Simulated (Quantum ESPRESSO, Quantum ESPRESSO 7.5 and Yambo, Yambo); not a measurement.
# A GW chain in Yambo: SnSe2 (1T monolayer)

How does a plane-wave GW calculation on SnSe2 (1T monolayer) run from the first input to the gap?

Program: Quantum ESPRESSO 7.5 and Yambo 5.3.0. Level of theory: PBE and many-body steps on it, plane waves. Results are calculated unless marked as measured.

### Step 1. The starting structure

The cell holds 3 atoms: 1 Sn and 2 Se. Cell: a = 3.873 Å, b = 3.873 Å, c = 15.000 Å, α = 90.0°, β = 90.0°, γ = 120.0°. Vacuum lies along c.

The structure was relaxed with PBE. The runs that relaxed it are not among those shown.

### Step 2. Ground state

This step: Quantum ESPRESSO 7.5; DFT, PBE, plane waves, norm-conserving pseudopotentials.

The ground-state density comes first.

pw.in

```
&control
  calculation = 'scf'
  prefix = 'x'
  outdir = 'o'
  pseudo_dir = 'pseudo'
/
&system
  ibrav = 0
  nat = 3
  ntyp = 2
  ecutwfc = 104.0
  nbnd = 40
  force_symmorphic = .true.
/
&electrons
  conv_thr = 1e-10
  electron_maxstep = 80
  mixing_beta = 0.5
/
ATOMIC_SPECIES
  Sn 118.71 Sn.upf
  Se 78.971 Se.upf
CELL_PARAMETERS angstrom
  3.8732936917 0.0000000001 0.0000000000
  -1.9366468459 3.3543707333 0.0000000000
  0.0000000000 0.0000000000 15.0000000000
ATOMIC_POSITIONS crystal
  Sn 0.0000000000 0.0000000000 0.5000000000
  Se 0.3333333333 0.6666666667 0.6063661830
  Se 0.6666666667 0.3333333333 0.3936338170
K_POINTS automatic
  9 9 1 0 0 0
```

Run with:

```console
$ OMP_NUM_THREADS=1 mpirun -n 4 pw.x -nk 4 -in pw.in > pw.out
```

Output:

```text
Program PWSCF v.7.5 starts

     This program is part of the open-source Quantum ESPRESSO suite
     for quantum simulation of materials; please cite
         "P. Giannozzi et al., J. Phys.:Condens. Matter 21 395502 (2009);
         "P. Giannozzi et al., J. Phys.:Condens. Matter 29 465901 (2017);
         "P. Giannozzi et al., J. Chem. Phys. 152 154105 (2020);
     in publications or presentations arising from this work. More details at
     Message from routine setup:
     using ibrav=0 with symmetry is DISCOURAGED, use correct ibrav instead

     G-vector sticks info

     bravais-lattice index     =            0
     lattice parameter (alat)  =       7.3195  a.u.
     unit-cell volume          =    1315.1623 (a.u.)^3
     number of atoms/cell      =            3
     number of atomic types    =            2
     number of electrons       =        70.00
     number of Kohn-Sham states=           40
     kinetic-energy cutoff     =     104.0000  Ry
     charge density cutoff     =     416.0000  Ry
     scf convergence threshold =      1.0E-10
     mixing beta               =       0.5000
     number of iterations used =            8  plain     mixing
     Exchange-correlation= PBE
                           (   1   4   3   4   0   0   0)

     celldm(1)=   7.319464  celldm(2)=   0.000000  celldm(3)=   0.000000
     celldm(4)=   0.000000  celldm(5)=   0.000000  celldm(6)=   0.000000

     crystal axes: (cart. coord. in units of alat)
               a(1) = (   1.000000   0.000000   0.000000 )
               a(2) = (  -0.500000   0.866025   0.000000 )
               a(3) = (   0.000000   0.000000   3.872673 )

     reciprocal axes: (cart. coord. in units 2 pi/alat)
               b(1) = (  1.000000  0.577350 -0.000000 )
               b(2) = ( -0.000000  1.154701  0.000000 )
               b(3) = (  0.000000 -0.000000  0.258220 )
     Pseudo is Norm-conserving + core correction, Zval = 22.0
     Generated using ONCVPSP code by D. R. Hamann
     Using radial grid of 1628 points,  6 beta functions with:
     Pseudo is Norm-conserving + core correction, Zval = 24.0
     Generated using ONCVPSP code by D. R. Hamann
     Using radial grid of 1214 points,  6 beta functions with:
     Sn               22.00   118.71000     Sn( 1.00)
     Se               24.00    78.97100     Se( 1.00)

     12 Sym. Ops., with inversion, found

   Cartesian axes

     site n.     atom                  positions (alat units)
         1        Sn     tau(   1) = (   0.0000000   0.0000000   1.9363365  )
         2        Se     tau(   2) = (  -0.0000000   0.5773503   2.3482580  )
         3        Se     tau(   3) = (   0.5000000   0.2886751   1.5244151  )

     number of k points=    12
                       cart. coord. in units 2pi/alat
        k(    1) = (   0.0000000   0.0000000   0.0000000), wk =   0.0246914
        k(    2) = (  -0.0000000   0.1283001   0.0000000), wk =   0.1481481
        k(    3) = (  -0.0000000   0.2566001   0.0000000), wk =   0.1481481
        k(    4) = (  -0.0000000   0.3849002   0.0000000), wk =   0.1481481
        k(    5) = (  -0.0000000   0.5132002   0.0000000), wk =   0.1481481
        k(    6) = (   0.1111111   0.1924501   0.0000000), wk =   0.1481481
        k(    7) = (   0.1111111   0.3207501   0.0000000), wk =   0.2962963
        k(    8) = (   0.1111111   0.4490502   0.0000000), wk =   0.2962963
        k(    9) = (   0.1111111   0.5773503   0.0000000), wk =   0.1481481
        k(   10) = (   0.2222222   0.3849002   0.0000000), wk =   0.1481481
        k(   11) = (   0.2222222   0.5132002   0.0000000), wk =   0.2962963
        k(   12) = (   0.3333333   0.5773503   0.0000000), wk =   0.0493827

     Dense  grid:   188435 G-vectors     FFT dimensions: (  48,  48, 192)

     Initial potential from superposition of free atoms

     starting charge      69.9983, renormalised to      70.0000
     Starting wfcs are   39 randomized atomic wfcs +    1 random wfcs

     per-process dynamical memory:   156.0 Mb

     Self-consistent Calculation

     iteration #  1     ecut=   104.00 Ry     beta= 0.50

     Threshold (ethr) on eigenvalues was too large:
     Diagonalizing with lowered threshold

     total energy              =   -1796.24800398 Ry
     estimated scf accuracy    <       0.07871210 Ry

     iteration #  2     ecut=   104.00 Ry     beta= 0.50

     total energy              =   -1796.26171155 Ry
     estimated scf accuracy    <       0.02247957 Ry

     iteration #  3     ecut=   104.00 Ry     beta= 0.50

     total energy              =   -1796.26649282 Ry
     estimated scf accuracy    <       0.00350715 Ry

     iteration #  4     ecut=   104.00 Ry     beta= 0.50

     total energy              =   -1796.26697294 Ry
     estimated scf accuracy    <       0.00029141 Ry

     iteration #  5     ecut=   104.00 Ry     beta= 0.50

     total energy              =   -1796.26698762 Ry
     estimated scf accuracy    <       0.00000983 Ry

     iteration #  6     ecut=   104.00 Ry     beta= 0.50

     total energy              =   -1796.26698911 Ry
     estimated scf accuracy    <       0.00000051 Ry

     iteration #  7     ecut=   104.00 Ry     beta= 0.50

     total energy              =   -1796.26698924 Ry
     estimated scf accuracy    <       0.00000004 Ry

     iteration #  8     ecut=   104.00 Ry     beta= 0.50

     total energy              =   -1796.26698925 Ry
     estimated scf accuracy    <          2.1E-09 Ry

     iteration #  9     ecut=   104.00 Ry     beta= 0.50

     total energy              =   -1796.26698925 Ry
     estimated scf accuracy    <          5.2E-10 Ry

     iteration # 10     ecut=   104.00 Ry     beta= 0.50

     total energy              =   -1796.26698925 Ry
     estimated scf accuracy    <          1.4E-10 Ry

     iteration # 11     ecut=   104.00 Ry     beta= 0.50

     End of self-consistent calculation

          k = 0.0000 0.0000 0.0000 ( 23571 PWs)   bands (ev):

  -206.8599-206.8599-146.3526-146.3526-146.3526-146.3526-146.3115-146.3115
  -129.0131 -84.7911 -84.7911 -84.7816 -46.5343 -46.5343 -46.5343 -46.5343
   -46.4965 -46.4965 -46.4963 -46.4963 -46.4839 -46.4838 -20.9839 -20.9839
   -20.9542 -20.9443 -20.9443 -13.1677 -11.9089  -5.3988  -0.8823  -0.3200
    -0.3200   0.0535   0.0535   1.6251   3.1878   4.7041   4.7041   5.2910

          k =-0.0000 0.1283 0.0000 ( 23531 PWs)   bands (ev):

  -206.8599-206.8599-146.3526-146.3526-146.3526-146.3526-146.3115-146.3115
  -129.0131 -84.7912 -84.7911 -84.7816 -46.5343 -46.5343 -46.5343 -46.5342
   -46.4965 -46.4965 -46.4963 -46.4963 -46.4839 -46.4838 -20.9877 -20.9798
   -20.9515 -20.9471 -20.9442 -13.0565 -11.8342  -5.4373  -1.2664  -0.8352
    -0.6780  -0.5081   0.1378   2.1631   3.7936   4.5603   4.9682   5.5674

          k =-0.0000 0.2566 0.0000 ( 23533 PWs)   bands (ev):

  -206.8599-206.8599-146.3526-146.3526-146.3526-146.3526-146.3115-146.3115
  -129.0131 -84.7912 -84.7912 -84.7816 -46.5343 -46.5343 -46.5341 -46.5341
   -46.4965 -46.4965 -46.4964 -46.4963 -46.4838 -46.4837 -20.9992 -20.9709
   -20.9543 -20.9426 -20.9426 -12.7394 -11.6431  -5.6534  -2.5639  -1.4735
    -1.2416  -0.6548   0.0820   2.0943   4.0977   5.4393   5.4808   6.0049

          k =-0.0000 0.3849 0.0000 ( 23518 PWs)   bands (ev):

     [... further k-points ...]

     highest occupied, lowest unoccupied level (ev):     0.1378    0.9800

!    total energy              =   -1796.26698925 Ry
     estimated scf accuracy    <          1.3E-12 Ry

     The total energy is the sum of the following terms:
     one-electron contribution =   -4386.02344322 Ry
     hartree contribution      =    2117.60037822 Ry
     xc contribution           =    -169.38631974 Ry
     ewald contribution        =     641.54239550 Ry

     convergence has been achieved in  11 iterations

     XML data file, charge density, pseudopotentials, collected wavefunctions

=------------------------------------------------------------------------------=
   JOB DONE.
=------------------------------------------------------------------------------=
```

It took 61 s on 4 MPI ranks of Arm Neoverse V1, shared host; peak memory 1 GiB.

Numbers from this step:

```
total energy               : -24439.4574 eV
gap                        : 0.8422 eV
k of the valence top       : 0, 0.1111, 0
k of the conduction bottom : 0, 0.4444, 0
least direct gap           : 1.140 eV
```

The gap is indirect, with the least direct gap 0.30 eV higher.

### Step 3. Empty states on the mesh, 6×6×1 mesh, 126 bands

The sums over transitions need many empty states on a uniform mesh; this step solves for them.

Edit pw.in of step 2 so:

```diff
@@ -1,3 +1,3 @@
 &control
-  calculation = 'scf'
+  calculation = 'nscf'
   prefix = 'x'
@@ -11,3 +11,3 @@
   ecutwfc = 104.0
-  nbnd = 40
+  nbnd = 126
   force_symmorphic = .true.
@@ -15,5 +15,6 @@
 &electrons
-  conv_thr = 1e-10
+  conv_thr = 1e-9
   electron_maxstep = 80
-  mixing_beta = 0.5
+  diago_full_acc = .true.
+  diago_thr_init = 5e-6
 /
@@ -31,2 +32,2 @@
 K_POINTS automatic
-  9 9 1 0 0 0
+  6 6 1 0 0 0
```

Output:

```text
[banner, memory and clock lines left out]
Program PWSCF v.7.5 starts

     Atomic positions and unit cell read from directory:
     o/x.save/

     Message from routine setup:
     using ibrav=0 with symmetry is DISCOURAGED, use correct ibrav instead

     G-vector sticks info

     bravais-lattice index     =            0
     lattice parameter (alat)  =       7.3195  a.u.
     unit-cell volume          =    1315.1623 (a.u.)^3
     number of atoms/cell      =            3
     number of atomic types    =            2
     number of electrons       =        70.00
     number of Kohn-Sham states=          126
     kinetic-energy cutoff     =     104.0000  Ry
     charge density cutoff     =     416.0000  Ry
     Exchange-correlation= PBE
                           (   1   4   3   4   0   0   0)

     celldm(1)=   7.319464  celldm(2)=   0.000000  celldm(3)=   0.000000
     celldm(4)=   0.000000  celldm(5)=   0.000000  celldm(6)=   0.000000

     crystal axes: (cart. coord. in units of alat)
               a(1) = (   1.000000   0.000000   0.000000 )
               a(2) = (  -0.500000   0.866025   0.000000 )
               a(3) = (   0.000000   0.000000   3.872673 )

     reciprocal axes: (cart. coord. in units 2 pi/alat)
               b(1) = (  1.000000  0.577350 -0.000000 )
               b(2) = ( -0.000000  1.154701  0.000000 )
               b(3) = (  0.000000 -0.000000  0.258220 )
     Pseudo is Norm-conserving + core correction, Zval = 22.0
     Generated using ONCVPSP code by D. R. Hamann
     Using radial grid of 1628 points,  6 beta functions with:
     Pseudo is Norm-conserving + core correction, Zval = 24.0
     Generated using ONCVPSP code by D. R. Hamann
     Using radial grid of 1214 points,  6 beta functions with:
     Sn               22.00   118.71000     Sn( 1.00)
     Se               24.00    78.97100     Se( 1.00)

     12 Sym. Ops., with inversion, found

   Cartesian axes

     site n.     atom                  positions (alat units)
         1        Sn     tau(   1) = (   0.0000000   0.0000000   1.9363365  )
         2        Se     tau(   2) = (  -0.0000000   0.5773503   2.3482580  )
         3        Se     tau(   3) = (   0.5000000   0.2886751   1.5244151  )

     number of k points=     7
                       cart. coord. in units 2pi/alat
        k(    1) = (   0.0000000   0.0000000   0.0000000), wk =   0.0555556
        k(    2) = (  -0.0000000   0.1924501   0.0000000), wk =   0.3333333
        k(    3) = (  -0.0000000   0.3849002   0.0000000), wk =   0.3333333
        k(    4) = (   0.0000000  -0.5773503   0.0000000), wk =   0.1666667
        k(    5) = (   0.1666667   0.2886751   0.0000000), wk =   0.3333333
        k(    6) = (   0.1666667   0.4811252   0.0000000), wk =   0.6666667
        k(    7) = (   0.3333333   0.5773503   0.0000000), wk =   0.1111111

     Dense  grid:   188435 G-vectors     FFT dimensions: (  48,  48, 192)

     The potential is recalculated from file :
     o/x.save/charge-density

     Starting wfcs are   39 randomized atomic wfcs +   87 random wfcs

     Band Structure Calculation

     End of band structure calculation

          k = 0.0000 0.0000 0.0000 ( 23571 PWs)   bands (ev):

  -206.8599-206.8599-146.3526-146.3526-146.3526-146.3526-146.3115-146.3115
  -129.0131 -84.7911 -84.7911 -84.7816 -46.5343 -46.5343 -46.5343 -46.5343
   -46.4965 -46.4965 -46.4963 -46.4963 -46.4839 -46.4838 -20.9839 -20.9839
   -20.9542 -20.9443 -20.9443 -13.1677 -11.9089  -5.3988  -0.8823  -0.3200
[...]
[... 4 further rows ...]
[...]
35.9762  35.9762  36.0068  36.0068  36.1326  36.5875

          k =-0.0000 0.1925 0.0000 ( 23527 PWs)   bands (ev):

  -206.8599-206.8599-146.3526-146.3526-146.3526-146.3526-146.3115-146.3115
[...]
[... 4 further rows ...]
[...]
34.3554  34.8185  35.1631  35.3309  35.7152  35.9614

          k =-0.0000 0.3849 0.0000 ( 23518 PWs)   bands (ev):

  -206.8599-206.8599-146.3526-146.3526-146.3526-146.3526-146.3115-146.3115
[...]
20.6263  20.8093  21.0571  21.2159  21.6908  21.8669  22.4253  22.5133
     [... 4 further rows ...]
    32.6469  32.6887  33.1702  33.2932  33.3678  33.4839  33.5796  33.6396
    33.8729  34.2216  34.5258  34.7495  35.0667  35.1487

          k = 0.0000-0.5774 0.0000 ( 23560 PWs)   bands (ev):

     [... further k-points ...]

     highest occupied, lowest unoccupied level (ev):     0.1302    0.9237

     XML data file, pseudopotentials, collected wavefunctions
```

Run time: 64 s. Hardware: 4 MPI ranks; peak memory 1.4 GiB.

Numbers from this step:

| Property | Result |
| --- | --- |
| gap | 0.7935 eV |
| k of the valence top | 0, 0.1667, 0 |
| k of the conduction bottom | 0, -0.5, 0 |
| least direct gap | 1.098 eV |
| k points computed | 7 |
| lowest point of the top converged band, above the valence top | 34.80 eV |

On this mesh the gap is 0.793 eV.

### Step 4. Conversion and set-up

This step: Yambo 5.3.0; conversion and set-up on PBE, plane waves, norm-conserving pseudopotentials.

The states are converted to the many-body program's format and the q mesh is built.

Run with:

```console
$ (cd o/x.save; p2y > p2y.log; mv SAVE ../..); yambo > setup.log
```

Output:

```text
 Yambo, version 5.3.0

 [02] CORE Variables Setup
 =========================

  [02.01] Unit cells
  ==================

  Cell kind             :  HCP
  Atoms in the cell     :  Sn  Se
  number of Sn atoms    :  1
  number of Se atoms    :  2

  List of atomic masses
  Mass of Sn    :  118.7100
  Mass of Se    :  78.97100

  List of atomic coordinates    : [cc]
  Sn1       :   0.00000   0.00000  14.17295  order 1
  Se1       : -0.42896E-09   4.2259       17.188      order 2
  Se2       :   3.65973   2.11295  11.15790  order 3

  Alat factors          :   7.31946   6.33884  28.34589 [a.u.]
  Direct lattice volume :   1315.16    [a.u.]
  Direct lattice vectors:  A[ 1 ]  A[ 2 ]  A[ 3 ]
   A[ 1 ]:   1.0000      0.29812E-10   0.0000      [iru]
    7.3195      0.18897E-09   0.0000      [cc]
   A[ 2 ]: -0.500000  1.000000  0.000000  [iru]
  -3.659732  6.338842  0.000000  [cc]
   A[ 3 ]:  0.000000  0.000000  1.000000  [iru]
    0.00000   0.00000  28.34589  [cc]

  Recip. lattice volume :  0.188608 [a.u.]
  Recip. lattice vectors:  B[ 1 ]  B[ 2 ]  B[ 3 ]
   B[ 1 ]:  1.000000  0.500000  0.000000  [iku]
   0.858421  0.495610 -0.000000  [cc]
   B[ 2 ]: -0.29812E-10   1.0000       0.0000      [iku]
  -0.25591E-10  0.99122       0.0000      [cc]
   B[ 3 ]:  0.000000  0.000000  1.000000  [iku]
   0.000000 -0.000000  0.221661  [cc]

  [02.02] Symmetries
  ==================

  Inversion symmetry    : yes
  Spatial inversion     : yes
  Inversion index       :   7
  K-space Time-reversal : no
  Magnetic symmetries   : no
  Group table correct   : yes
  Symmetries units      :  [cc]

   [S  1]:   1.0000     -0.19395E-26   0.0000      0.27513E-16   1.0000       0.0000       0.0000       0.0000       1.0000
   [S  2]:   1.0000      0.51636E-10   0.0000      0.29812E-10  -1.0000       0.0000       0.0000       0.0000      -1.0000
   [S  3]: -0.500000  0.866025  0.000000 -0.866025 -0.500000  0.000000  0.000000  0.000000  1.000000
[...]
[S 11]:  0.500000  0.866025  0.000000  0.866025 -0.500000  0.000000  0.000000  0.000000  1.000000
   [S 12]:  0.500000 -0.866025  0.000000 -0.866025 -0.500000  0.000000  0.000000  0.000000  1.000000

  [02.03] Reciprocal space
  ========================

  nG shells         :   8183
  nG charge         :  188435
  nG WFs            :  27503
  nC WFs            :  23640
  G-vecs. in first 80 shells:  [ Number ]
     1    3    5    7    9   15   27   39   41
    53   65   67   79   81   93   99  111  123
   125  137  149  161  167  179  181  193  205
[...]
809   811   823   835   841   865   877   889
  ...
  Shell energy in first 80 shells:  [ mHa ]
[...]
4323.21      4421.32      4421.72      4445.89      4446.36      4519.59      4642.43      4642.58      4643.06
    4814.39      4815.10      4937.62      5011.09      5011.40      5035.50      5305.73      5306.36      5428.72
[...]
K/Q-points units:
  rlu = crystal or reduced units; cc = cartesian coordinates; iku = interal k-units

  K [1]          [rlu]:  0.000000  0.000000  0.000000
         WF components:  23571
  K [2]          [rlu]: -0.14082E-26  0.16667       0.0000
         WF components:  23527
  K [3]          [rlu]: -0.28164E-26  0.33333       0.0000
         WF components:  23518
  K [4]          [rlu]: -0.22917E-26 -0.50000       0.0000
         WF components:  23560
  K [5]          [rlu]:  0.166667  0.166667  0.000000
         WF components:  23534
  K [6]          [rlu]:  0.166667  0.333333  0.000000
         WF components:  23572
  K [7]          [rlu]:  0.333333  0.333333  0.000000
         WF components:  23640

  [02.05] Energies & Occupations
  ==============================

  [X] === General ===
  [X] Electronic Temperature                        :  0.000000  0.000000 [eV K]
  [X] Bosonic    Temperature                        :  0.000000  0.000000 [eV K]
  [X] Finite Temperature mode                       : no
  [X] El. density                                   :  0.35918E+24 [cm-3]
  [X] Fermi Level                                   :  0.130243 [eV]

  [X] === Gaps and Widths ===
  [X] Conduction Band Min                           :  0.793470 [eV]
  [X] Valence Band Max                              :  0.000000 [eV]
  [X] Filled Bands                                  :   35
  [X] Empty Bands                                   :   36  126
  [X] Direct Gap                                    :  1.097955 [eV]
  [X] Direct Gap localized at k                     :   4
  [X] Indirect Gap                                  :  0.793470 [eV]
  [X] Indirect Gap between kpts                     :   2   4
  [X] Last valence band width                       :  0.765719 [eV]
  [X] 1st conduction band width                     :  1.360906 [eV]

  E @ K [1]:  [eV]
  -206.9901 -206.9901 -146.4828 -146.4828 -146.4828 -146.4828 -146.4417 -146.4417
[...]
occ @ K [1]
[...]
E @ K [2]:  [eV]
[...]
occ @ K [2]
[...]
E @ K [3]:  [eV]
[...]
occ @ K [3]
[...]
E @ K [4]:  [eV]
[...]
occ @ K [4]
[...]
E @ K [5]:  [eV]
[...]
occ @ K [5]
[...]
E @ K [6]:  [eV]
[...]
occ @ K [6]
[...]
E @ K [7]:  [eV]
[...]
occ @ K [7]
[...]
0.000000  0.000000  0.000000  0.000000  0.000000  0.000000  0.000000  0.000000
   0.000000  0.000000  0.000000  0.000000  0.000000  0.000000  0.000000  0.000000

 [03] Transferred momenta grid and indexing
 ==========================================

 IBZ Q-points                                      :   7
 BZ  Q-points                                      :   36

 K/Q-points units:
 rlu = crystal or reduced units; cc = cartesian coordinates; iku = interal k-units

 Q [1]          [rlu]:  0.000000  0.000000  0.000000
 Q [2]          [rlu]:  0.52950E-17  0.16667       0.0000
 Q [3]          [rlu]:  0.10590E-16  0.33333       0.0000
 Q [4]          [rlu]: -0.15885E-16 -0.50000       0.0000
 Q [5]          [rlu]:  0.166667  0.166667  0.000000
 Q [6]          [rlu]:  0.166667  0.333333  0.000000
 Q [7]          [rlu]:  0.333333  0.333333  0.000000

  [03.01] X indexes
  =================

   [03.01.01] Sigma indexes
   ========================

 [06] Game Over & Game summary
```

The job ended after 3.9 s (1 MPI rank; peak memory 0.27 GiB).

[end of part 1 of 2]

[Paths, hosts, dates, memory and timing lines, banners, echoed tables and standing remarks are left out of the program output.]

[Logs are printed without paths, hosts, clocks, repeated set-up lines and the standing remarks that a program may print on its own settings, such as how far it seeks lower states.]

[Runs of the session that timed out or met a known fault of the program may be left out.]

[Hosts, paths, dates, database ids (printed as entryN), source tags and the programs' standing remarks are cut or masked in the printed files.]
